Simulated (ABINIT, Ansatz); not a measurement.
## How the form of the self-energy moves the gap of Si3N4 (Fd-3m)

Aim: compare treatments of exchange, screening and correlation for the gap of Si3N4 (Fd-3m).

Calculated with ABINIT 10.8.3; PBE and many-body steps on it, plane waves.

**What was measured.**

- Gap 4.3 ± 0.25 eV: gap from soft X-ray absorption and emission edges; soft X-ray absorption and emission spectroscopy; powder (earlier literature measurement) (quoted in “Photoluminescence and electronic transitions in cubic silicon nitride”, 2016, pmc:4698759).

Report form: the programs' logs are mostly left out.

## (1) Set-up

It takes space group Fd-3m (No. 227, cubic). Conventional cell: a = 7.787 Å, b = 7.787 Å, c = 7.787 Å, α = 90.00°, β = 90.00°, γ = 90.00°. Nearest to Si lie 6 N at 1.89 Å. Nearest to Si lie 4 N at 1.79 Å. Nearest to N lie 4 Si at 1.79 to 1.89 Å. Farther neighbours and most contacts between anions are not listed.

Structure file:

```cif
data_structure
_symmetry_space_group_name_H-M 'Fd-3m:1'
_symmetry_Int_Tables_number 227
_cell_length_a 7.7874
_cell_length_b 7.7874
_cell_length_c 7.7874
_cell_angle_alpha 90.000
_cell_angle_beta 90.000
_cell_angle_gamma 90.000
_cell_volume 472.26
loop_
_atom_site_label
_atom_site_type_symbol
_atom_site_symmetry_multiplicity
_atom_site_Wyckoff_symbol
_atom_site_fract_x
_atom_site_fract_y
_atom_site_fract_z
_atom_site_occupancy
Si1 Si 16 d 0.37500 0.87500 0.12500 1
Si2 Si 8 a 0.25000 0.25000 0.25000 1
N1 N 32 e 0.36756 0.86756 0.36756 1
```

The cell and positions are those that the Materials Project relaxed with its own functionals (PBE, PBE+U or r2SCAN), kept fixed. This is not the form that Si3N4 usually takes at ambient conditions.

## (2) Empty states on the mesh, 4×4×4 mesh, 941 bands

This step: ABINIT 10.8.3; DFT, PBE, plane waves, norm-conserving pseudopotentials.

The sums over transitions need many empty states on a uniform mesh; this step solves for them.

run.abi reads:

```
acell 3*1.0 Angstrom
rprim 
  -0.000000000000 3.893718000000 3.893718000000
  3.893718000000 0.000000000000 3.893718000000
  3.893718000000 3.893718000000 -0.000000000000
ntypat 2
znucl 14 7
natom 14
typat 1 1 1 1 1 1 2 2 2 2 2 2 2 2
xred 
  0.125000000000 0.125000000000 0.625000000000
  0.125000000000 0.625000000000 0.125000000000
  0.625000000000 0.125000000000 0.125000000000
  0.125000000000 0.125000000000 0.125000000000
  0.750000000000 0.750000000000 0.750000000000
  0.500000000000 0.500000000000 0.500000000000
  0.367563000000 0.367563000000 0.367563000000
  0.352689000000 0.882437000000 0.882437000000
  0.882437000000 0.882437000000 0.352689000000
  0.882437000000 0.352689000000 0.882437000000
  0.367563000000 0.367563000000 0.897311000000
  0.367563000000 0.897311000000 0.367563000000
  0.882437000000 0.882437000000 0.882437000000
  0.897311000000 0.367563000000 0.367563000000
pp_dirpath "pseudos"
pseudos "Si.upf, N.upf"
ecut 36
ngkpt 4 4 4
nshiftk 1
shiftk 0 0 0
kptopt 1
chksymbreak 0
iscf -2
irdden 1
istwfk *1
nband 941
nbdbuf 84
tolwfr 1e-09
nstep 60
prtvol 0
indata_prefix "in"
outdata_prefix "out"
tmpdata_prefix "tmp"
```

On the command line:

```console
OMP_NUM_THREADS=2 mpirun -n 8 abinit run.abi > log
```

Wall time 39 min (8 MPI ranks of Arm Neoverse N1, shared host); peak memory 2 GiB; 7.8 h of CPU time.

This step gave:

* gap: 3.398 eV
* k of the valence top: -0.25, 0.25, 0
* k of the conduction bottom: 0, 0, 0
* least direct gap: 3.407 eV
* k points computed: 8
* lowest point of the top converged band, above the valence top: 191.8030 eV

On this mesh the gap is 3.398 eV.

The density comes from a self-consistent run that is not shown.

## (3) Screening, 4×4×4 mesh, 368 bands, screening to 212.2 eV

The RPA dielectric matrix is built and inverted for each q.

This step: RPA screening on PBE, plane waves, norm-conserving pseudopotentials.

run.abi: that of step 2 with these lines changed.

```diff
@@ -32,10 +32,11 @@
 chksymbreak 0
-iscf -2
-irdden 1
 istwfk *1
-nband 941
-nbdbuf 84
-tolwfr 1e-09
-nstep 60
-prtvol 0
+occopt 1
+irdwfk 1
+optdriver 3
+nband 368
+ecuteps 7.8
+inclvkb 2
+awtr 1
+symchi 1
 indata_prefix "in"
```

On the command line:

```console
OMP_NUM_THREADS=1 mpirun -n 16 abinit run.abi > log
```

The job ended after 29 min (16 MPI ranks; peak memory 17 GiB; 7.8 h of CPU time).

Numbers from this step:

- ε∞ with local fields, on this mesh, along the program's q direction: 4.986
- the same without local fields: 5.433
- plasma frequency: 27.34 eV
- plane waves in the screening matrix: 869

Local fields lower ε∞ by 8 %.

## (4) G0W0, Godby-Needs plasmon pole

The self-energy is evaluated for the states that the input lists, and the levels follow from it, in one-shot runs by the linearised quasiparticle equation.

This step: G0W0 on PBE, plane waves, norm-conserving pseudopotentials.

run.abi: that of step 3 with these lines changed.

```diff
@@ -35,8 +35,17 @@
 irdwfk 1
-optdriver 3
+optdriver 4
 nband 368
+gwcalctyp 0
+ecutsigx 36
+symsigma 1
+nkptgw 2
+kptgw 
+  -0.2500000000 0.2500000000 0.0000000000
+  0.0000000000 0.0000000000 0.0000000000
+bdgw 
+  31 34
+  30 35
 ecuteps 7.8
-inclvkb 2
-awtr 1
-symchi 1
+irdscr 1
+ppmodel 1
 indata_prefix "in"
```

Run time: 4.4 min. Hardware: 16 MPI ranks; peak memory 14 GiB.

This step gave:

```yaml
g0w0_gap_on_the_points_computed: 4.472 eV
starting_gap_on_the_mesh: 3.398 eV
k_of_the_valence_top: -0.25, 0.25, 0
k_of_the_conduction_bottom: 0, 0, 0
z_at_the_valence_top: 0.806
z_at_the_conduction_bottom: 0.839
least_direct_g0w0_gap_on_the_computed_points: 4.519 eV
```

The gap on the mesh goes from 3.40 eV to 4.47 eV, a correction of +1.07 eV.

## (5) G0W0, Engel-Farid plasmon pole

run.abi: that of step 4 with these lines changed.

```diff
@@ -49,3 +49,3 @@
 irdscr 1
-ppmodel 1
+ppmodel 4
 indata_prefix "in"
```

Wall time 4 min (16 MPI ranks); peak memory 12 GiB; 65 min of CPU time.

Numbers from this step:

- G0W0 gap on the points computed: 4.531 eV
- starting gap on the mesh: 3.398 eV
- k of the valence top: -0.25, 0.25, 0
- k of the conduction bottom: 0, 0, 0
- Z at the valence top: 0.819
- Z at the conduction bottom: 0.85
- least direct G0W0 gap on the computed points: 4.58 eV

Against G0W0 in ABINIT (4×4×4 mesh, 368 bands, screening to 212.2 eV, Godby-Needs plasmon pole), the gap moves by +0.059 eV.

## (6) G0W0, von der Linden-Horsch plasmon pole

run.abi: that of step 5 with these lines changed.

```diff
@@ -49,3 +49,3 @@
 irdscr 1
-ppmodel 4
+ppmodel 3
 indata_prefix "in"
```

Elapsed: 4.3 min, on 16 MPI ranks; peak memory 12 GiB; 69 min of CPU time.

Numbers from this step:

| Property | Result |
| --- | --- |
| G0W0 gap on the points computed | 4.395 eV |
| starting gap on the mesh | 3.398 eV |
| k of the valence top | -0.25, 0.25, 0 |
| k of the conduction bottom | 0, 0, 0 |
| least direct G0W0 gap on the computed points | 4.445 eV |

Against G0W0 in ABINIT (4×4×4 mesh, 368 bands, screening to 212.2 eV, Godby-Needs plasmon pole), the gap moves by −0.077 eV.

## (7) One-shot Hartree-Fock

This step: one-shot Hartree-Fock on PBE, plane waves, norm-conserving pseudopotentials.

run.abi: that of step 6 with these lines changed.

```diff
@@ -36,4 +36,4 @@
 optdriver 4
-nband 368
-gwcalctyp 0
+nband 36
+gwcalctyp 5
 ecutsigx 36
@@ -47,5 +47,4 @@
   30 35
-ecuteps 7.8
-irdscr 1
-ppmodel 3
+ixc_sigma 40
+fftgw 31
 indata_prefix "in"
```

It took 6.9 s on 16 MPI ranks; peak memory 5 GiB; 1.8 min of CPU time.

Numbers from this step:

```
quasiparticle gap on the points computed              : 11.82 eV
starting gap on the mesh                              : 3.398 eV
k of the valence top                                  : -0.25, 0.25, 0
k of the conduction bottom                            : 0, 0, 0
least direct quasiparticle gap on the computed points : 11.85 eV
```

Against G0W0 in ABINIT (4×4×4 mesh, 368 bands, screening to 212.2 eV, Godby-Needs plasmon pole), the gap moves by +7.344 eV.

## (8) The runs together

Times are wall times on 16 MPI ranks of Arm Neoverse N1, shared host, good to a factor of about two. A run's time includes the screening step that it read.

| run | mesh | bands | screening cutoff (eV) | DFT gap (eV) | gap on the mesh (eV) | direct (eV) | ε∞ used | time |
| --- | --- | --- | --- | --- | --- | --- | --- | --- |
| G0W0, Godby-Needs plasmon pole | 4×4×4 | 368 | 212.2 | 3.398 | 4.472 | 4.519 | 4.99 | 34 min |
| G0W0, Engel-Farid plasmon pole | 4×4×4 | 368 | 212.2 | 3.398 | 4.531 | 4.580 | 4.99 | 33 min |
| G0W0, von der Linden-Horsch plasmon pole | 4×4×4 | 368 | 212.2 | 3.398 | 4.395 | 4.445 | 4.99 | 34 min |
| one-shot Hartree-Fock | 4×4×4 | - | - | 3.398 | 11.816 | 11.850 | - | 6.9 s |

## (9) Results

```yaml
g0w0_godby_needs_plasmon_pole: 4.472 eV
g0w0_engel_farid_plasmon_pole: 4.531 eV
g0w0_von_der_linden_horsch_plasmon_pole: 4.395 eV
one_shot_hartree_fock: 11.816 eV
known_limits: not at the basis limit
```

In words: G0W0, Engel-Farid plasmon pole: +0.059 eV against G0W0, Godby-Needs plasmon pole. G0W0, von der Linden-Horsch plasmon pole: −0.077 eV against G0W0, Godby-Needs plasmon pole. One-shot Hartree-Fock: +7.344 eV against G0W0, Godby-Needs plasmon pole. Bare exchange alone opens the gap to 11.82 eV; against G0W0, correlation takes back 7.34 eV. Against experiment, by G0W0, Godby-Needs plasmon pole: the gap of 4.47 eV lies +0.17 eV from the measured 4.3 ± 0.25 eV (electronic, quoted 2016). These are gaps on the mesh, at modest bands and cutoff. The calculation has static nuclei and no excitons; a measured gap holds zero-point and thermal motion, which mostly lowers it. Bands and cutoff are finite, so the gap is not at the basis limit. The miss can reach some tenths of an eV and take either sign; the mesh is an error of its own. In the G0W0 runs levels were corrected at 2 k points alone, so a gap called «on the mesh» is the least over those, and an edge elsewhere would be missed.

[Paths, hosts, dates, memory and timing lines, banners, echoed tables and standing remarks are left out of the program output.]

[Logs are printed without paths, hosts, clocks, repeated set-up lines and the standing remarks that a program may print on its own settings, such as how far it seeks lower states.]

[Runs of the session that timed out or met a known fault of the program may be left out.]

[Hosts, paths, dates, database ids (printed as entryN), source tags and the programs' standing remarks are cut or masked in the printed files.]

[G0W0 gaps are taken among the corrected bands and points alone; a level outside them can change the order at an edge.]

[Where Ansatz stands beside ABINIT at settings called matched, ABINIT's density can come from a denser mesh and the files from another edition; pairs whose starting gaps differed by over 0.03 eV were left out, so agreement reads better than it is.]
